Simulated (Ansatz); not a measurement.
# Site preference of a vacancy of Ag in CsAgF3(111) slab (240 atoms): runs compared

At which site of CsAgF3(111) slab (240 atoms) does a vacancy of Ag cost least, and what about the site decides it?

Computed with Ansatz 0.2.0: Kohn-Sham DFT, r2SCAN, PAW (set soft_2), plane waves.

### 1. The cell as built

The cell holds 240 atoms: 48 Cs, 48 Ag and 144 F. Cell: a = 18.354 Å, b = 21.419 Å, c = 25.958 Å, α = 90.0°, β = 90.0°, γ = 115.4°. It derives from CsAgF3 (I4/mcm, COD entry). I4/mcm (COD entry) CsAgF3 (cell 6.489, 6.489, 8.52, 90, 90, 90), (111) slab of 3 repeat layers, 2 x 2 surface cells, 14 Å of vacuum; atoms within 3.5 Å of the bottom held; not relaxed, displaced by a Gaussian of 0.02 Å. Vacuum lies along c.

What the set-up can't give: The main run has no spin polarisation, so moments on Ag can't form in it, and no Hubbard term. Only the Γ point is sampled, in a cell whose shortest periodic width is 17 Å. Spin–orbit coupling is left out, which matters for the levels of the heavy elements. 76 of the 240 atoms are held fixed where they were built.

### 2. The reference run

The reference is a single point at the end of the relaxation.

Every defect cell starts from the geometry of this run and is relaxed in the fixed cell.

Its input, with most atom lines left out:

```yaml
crystal:
  lattice:
    - [18.35366, 0.0, 0.0]
    - [-9.17683, 19.35396, 0.0]
    - [0.0, 0.0, 25.95788]
  atoms:
    - { symbol: Cs, position: [0.45212, 0.40203, 0.30869] }
    - { symbol: Cs, position: [0.10358, 0.2074, 0.3856] }
    - { symbol: Cs, position: [0.35381, 0.20832, 0.38629] }
    - { symbol: Cs, position: [0.20029, 0.40157, 0.3087] }
    - { symbol: Ag, position: [0.39853, 0.05493, 0.34696] }
    - { symbol: Ag, position: [0.15147, 0.05534, 0.34765] }
    - { symbol: Ag, position: [0.499, 0.24882, 0.26872] }
    [... atom lines 8 to 240 left out ...]
kpoints:
  mp_grid: { grid: [1, 1, 1] }
hamiltonian:
  xc: r2scan
scf:
  occupations: { method: gaussian, width: 0.05 }
output:
  forces: true
  populations: intrinsic
  dos:
    method: { smearing: { sigma: 0.1 } }
    de: 0.1
    projected: { site_lists: { Ag: [Ag], Cs: [Cs], F: [F] } }
  eigenvalues: true
  write_density: true
  write_potential: true
  volumetric_format: npy
```

| Property | Result |
| --- | --- |
| free energy per atom | -3144.0747 eV/atom |
| r.m.s. force component | 0.224 eV/Å |

Counting bands leaves a spacing of only 0.051 eV (at Γ alone), which the smearing bridges: 4 levels are partly filled by over 2 %, so a gap, if any, is small at this level.

### 3. The runs

Each row is one run, on 1 × NVIDIA GB200 with 32 threads of Arm Neoverse V2, shared host. The free energy is the program's total, comparable only between runs with the same functional, potentials and atoms.

| run | atoms | outcome | ionic steps, all passes | free energy (eV) | time | host memory (GiB) | planned on the GPU (GiB) |
| --- | --- | --- | --- | --- | --- | --- | --- |
| Single point at the start | 240 | converged | - | -754572.553 | 14 s | 3.2 | 35 |
| Relaxation | 240 | converged | 7 | -754577.939 | 60 s | 3.4 | - |
| Single point at the relaxed geometry | 240 | converged | - | -754577.939 | 18 s | 13 | 35 |
| Vacancy of Ag, site Ag225 | 239 | converged | 44 | -746971.266 | 6.9 min | 3.6 | - |
| Vacancy of Ag, site Ag86 | 239 | converged | 11 | -746971.433 | 1.7 min | 3.6 | - |
| Vacancy of Ag, site Ag88 | 239 | converged | 6 | -746971.503 | 59 s | 3.5 | - |
| Vacancy of Ag, site Ag108 | 239 | converged | 7 | -746971.601 | 82 s | 3.6 | - |
| Vacancy of Ag, site Ag27 | 239 | converged | 9 | -746971.811 | 93 s | 3.5 | - |

In some runs the program notes that the exchange-correlation potential is rough where the density is thin.

The surroundings of site Ag27, the cheapest one, after relaxation: 14 atoms, nearest first, with positions taken from that point. Atoms keep their numbers of the cell before the removal, where the removed atom was number 27.

| atom | x | y | z | distance (Å) | bonds | Fx | Fy | Fz (eV/Å) |
| --- | --- | --- | --- | --- | --- | --- | --- | --- |
| F17 | 0.00 | 1.95 | -0.97 | 2.18 | 5 | 0.03 | 1.02 | -0.78 |
| F15 | -0.01 | -1.09 | -2.18 | 2.44 | 5 | 0.00 | 0.47 | 0.10 |
| F40 | -0.01 | -2.21 | 1.11 | 2.47 | 5 | 0.00 | 0.00 | 0.00 |
| F36 | 0.00 | 1.10 | 2.31 | 2.56 | 5 | 0.00 | 0.00 | 0.00 |
| F34 | 2.66 | -0.01 | 0.05 | 2.66 | 5 | 0.00 | 0.00 | 0.00 |
| F33 | -2.66 | -0.02 | 0.06 | 2.66 | 5 | 0.00 | 0.00 | 0.00 |
| Cs81 | -2.17 | 2.80 | 0.97 | 3.68 | 12 | 0.00 | 0.00 | 0.00 |
| Cs204 | 2.17 | 2.81 | 0.98 | 3.69 | 12 | 0.00 | 0.00 | 0.00 |
| Cs22 | 2.19 | -0.92 | 2.85 | 3.71 | 12 | 0.00 | 0.00 | 0.00 |
| Cs23 | -2.20 | -0.92 | 2.85 | 3.72 | 12 | 0.00 | 0.00 | 0.00 |
| Cs3 | 2.29 | -2.90 | -0.99 | 3.83 | 12 | -0.14 | 0.11 | -0.15 |
| Cs2 | -2.30 | -2.92 | -1.00 | 3.85 | 12 | 0.15 | 0.13 | -0.09 |
| Cs4 | -2.30 | 0.84 | -3.00 | 3.87 | 8 | 0.40 | 0.03 | 0.41 |
| Cs1 | 2.31 | 0.84 | -3.00 | 3.88 | 8 | -0.42 | -0.03 | 0.40 |

The column of bonds counts only the pairs F-Cs within 3.73 Å, F-Ag within 2.36 Å; other neighbours, such as metal atoms beside each other in a compound, aren't counted, and periodic images can show an atom twice.

Atoms held fixed keep their forces.

### 4. The sites compared

All these cells hold the same atoms, so their energies can be compared with no chemical potential.

| site | neighbours | mean distance (Å) | atoms within 6 Å | energy over the best site (eV) | before relaxation (eV) | gain on relaxing (eV) |
| --- | --- | --- | --- | --- | --- | --- |
| Ag27 | F4 | 2.16 | 43 | 0.00 | 0.23 | 1.42 |
| Ag108 | F4 | 2.15 | 39 | 0.21 | 0.63 | 1.61 |
| Ag88 | F4 | 2.16 | 42 | 0.31 | 0.00 | 0.88 |
| Ag86 | F4 | 2.10 | 44 | 0.38 | 0.82 | 1.64 |
| Ag225 | F4 | 1.97 | 31 | 0.55 | 3.11 | 3.76 |

Neighbours are those of the relaxed host within 2.36 Å (F-Ag); other pairs aren't counted.

### 5. What came out

The cheapest site is Ag27 (4 neighbours, F4); the dearest, Ag225 (4 neighbours, F4), costs 0.55 eV more. Over 5 sites the energy shows no clear trend with the atoms within 6 Å. Sites with the same first shell differ by up to 0.55 eV, from their geometry, farther neighbours or the strain of the held atoms. At Ag225 (largest move 6.6 Å) other atoms changed place, so the end state is more than the plain defect. Relaxation changes the order: the best site before relaxing was Ag88.

**Limits.** Defects are neutral and interact with their images. Held atoms near a site can't respond, which biases energies and gains. Only 5 of the 48 Ag sites were tried; unless symmetry makes the others alike to these, a cheaper one may exist. The change leaves an odd electron count, and these runs have no spin polarisation. 76 atoms were held in place, and force statistics include the forces on them.

The DFT runs together took 14 min of wall time.

[Logs are printed without paths, hosts, clocks, repeated set-up lines and the standing remarks that a program may print on its own settings, such as how far it seeks lower states.]

[Hosts, paths, dates, database ids (printed as entryN), source tags and the programs' standing remarks are cut or masked in the printed files.]
